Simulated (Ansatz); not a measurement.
# How H-capped ZnSe nanowire along [110] changes with size parameter of the section

How do forces, charges and cost change as the structure grows and the share of atoms at its surface or edge shifts?

Computed with Ansatz 0.2.0: Kohn-Sham DFT, PBEsol, PAW (set soft_2). Every run is a single point, with the atoms held where the recipe put them (cutoff of the plane-wave runs 420 eV, gaussian smearing of 0.05 eV).

First member: square section of size parameter 3.53 Å cut from zinc-blende ZnSe (a = 5.668 Å) along [110], 2 periods, broken bonds capped with H, 9 Å of vacuum.

Last member: square section of size parameter 8.03 Å cut from zinc-blende ZnSe (a = 5.668 Å) along [110], 2 periods, broken bonds capped with H, 9 Å of vacuum.

The members:

```
size parameter of the section (Å)  reduced formula  atoms  valence electrons  k-mesh              basis
                             3.53         Zn4H8Se3     30                208   1×1×2        plane waves
                             4.53         Zn4H8Se5     68                544   1×1×2        plane waves
                             6.53        Zn8H10Se7    100                872   1×1×2        plane waves
                             8.03      Zn22H24Se25    142               1376   1×1×2  support functions
```

The input of the first member, without its atom lines; other members have their own cell and atoms, and may differ in mesh, basis and outputs:

```yaml
crystal:
  lattice:
    - [16.45779, 0.0, 0.0]
    - [0.0, 15.53902, 0.0]
    - [0.0, 0.0, 8.01576]
  atoms:
    [... 30 lines ...]
kpoints:
  mp_grid: { grid: [1, 1, 2] }
hamiltonian:
  xc: pbesol
scf:
  occupations: { method: gaussian, width: 0.05 }
output:
  forces: true
  populations: true
  dos:
    method: { smearing: { sigma: 0.1 } }
    de: 0.1
    projected:
      site_lists:
        H: [H]
        Se: [Se]
        Zn: [Zn]
        wire: [0, 1, 2, 3, 4, 5, 6, 7, 8, 9, 10, 11, 12, 13]
        hydrogen: [14, 15, 16, 17, 18, 19, 20, 21, 22, 23, 24, 25, 26, 27, 28, 29]
  eigenvalues: true
  write_density: true
  write_potential: true
  volumetric_format: npy
```

Results; charges are mean Löwdin charges in e:

```csv
size parameter of the section (Å),r.m.s. force (eV/Å),q(Se),q(H),q(Zn)
3.53,0.474,-0.72,-0.21,+1.22
4.53,1.01,-0.54,-0.09,+1.19
6.53,0.500,-0.84,-0.19,+1.21
8.03,0.883,-,-,-
```

The projection misses up to 0.077 e an atom, so the charges add up to more than the cell's charge. Each mean runs over all atoms of an element, whatever their surroundings.

Bonds in each cell, which the recipe sets and DFT didn't move; cutoffs follow each cell's own g(r) within set bounds (mean length in Å, and neighbours of the second kind about the first):

```
size parameter of the section (Å)  Se-Zn length  Se-Zn count  H-Zn length  H-Zn count
                             3.53         2.457         3.33        1.537        0.75
                             4.53         2.454         2.80        1.549        0.25
                             6.53         2.455         3.57        1.551        0.70
                             8.03         2.455         3.28        1.560        0.25
```

Cost:

```csv
size parameter of the section (Å),atoms,basis,k-mesh,SCF cycles,time,host memory (GiB),Δ force from the first basis (meV/Å),hardware
3.53,30,plane waves,1×1×2,27,17 s,3.2,-,8 threads of Arm Neoverse V1
3.53,30,support functions,1×1×2,25,76 s,2.6,1.7,8 threads of Arm Neoverse V1
4.53,68,plane waves,1×1×2,16,78 s,9.0,-,8 threads of Arm Neoverse V1
4.53,68,support functions,1×1×2,17,91 s,3.9,1.8,8 threads of Arm Neoverse V1
6.53,100,plane waves,1×1×2,28,3.3 min,11,-,8 threads of Arm Neoverse V2
6.53,100,support functions,1×1×2,38,4.1 min,5.4,1.4,8 threads of Arm Neoverse V2
8.03,142,support functions,1×1×2,22,9 min,7.4,-,8 threads of Intel Xeon Platinum 8488C (Sapphire Rapids)
```

Times include the outputs that each run asked for, on hosts shared with other jobs.

The mean charge on Se is lowest at 6.53 Å (-0.84 e) and highest at 4.53 Å (-0.54 e), with no steady trend. Support functions take 1.2 to 4.6 times the wall time of plane waves (the times hold unlike extra outputs; shared hosts, so rough; some runs shed caches under their memory cap, which slows them). The r.m.s. force is lowest at 3.53 Å (0.47 eV/Å) and highest at 4.53 Å (1 eV/Å), with no steady trend. The composition changes with the cut, as the formulas show, and that bears on charges and levels too. All of the 4 members have partly filled levels at the Fermi energy, as cut bonds or an unbalanced electron count at the surface can give; spin polarisation, left out here, could split them.

**Limits.** Beside vacuum, support functions can miss their usual error bounds without a warning. Caps of real hydrogen don't mimic the fractional bonds of a polar compound, so surface states and strained caps may belong to the model. Some meshes are too coarse along the periodic directions to show band edges or a metallic band.

[Logs are printed without paths, hosts, clocks, repeated set-up lines and the standing remarks that a program may print on its own settings, such as how far it seeks lower states.]

[Hosts, paths, dates, database ids (printed as entryN), source tags and the programs' standing remarks are cut or masked in the printed files.]
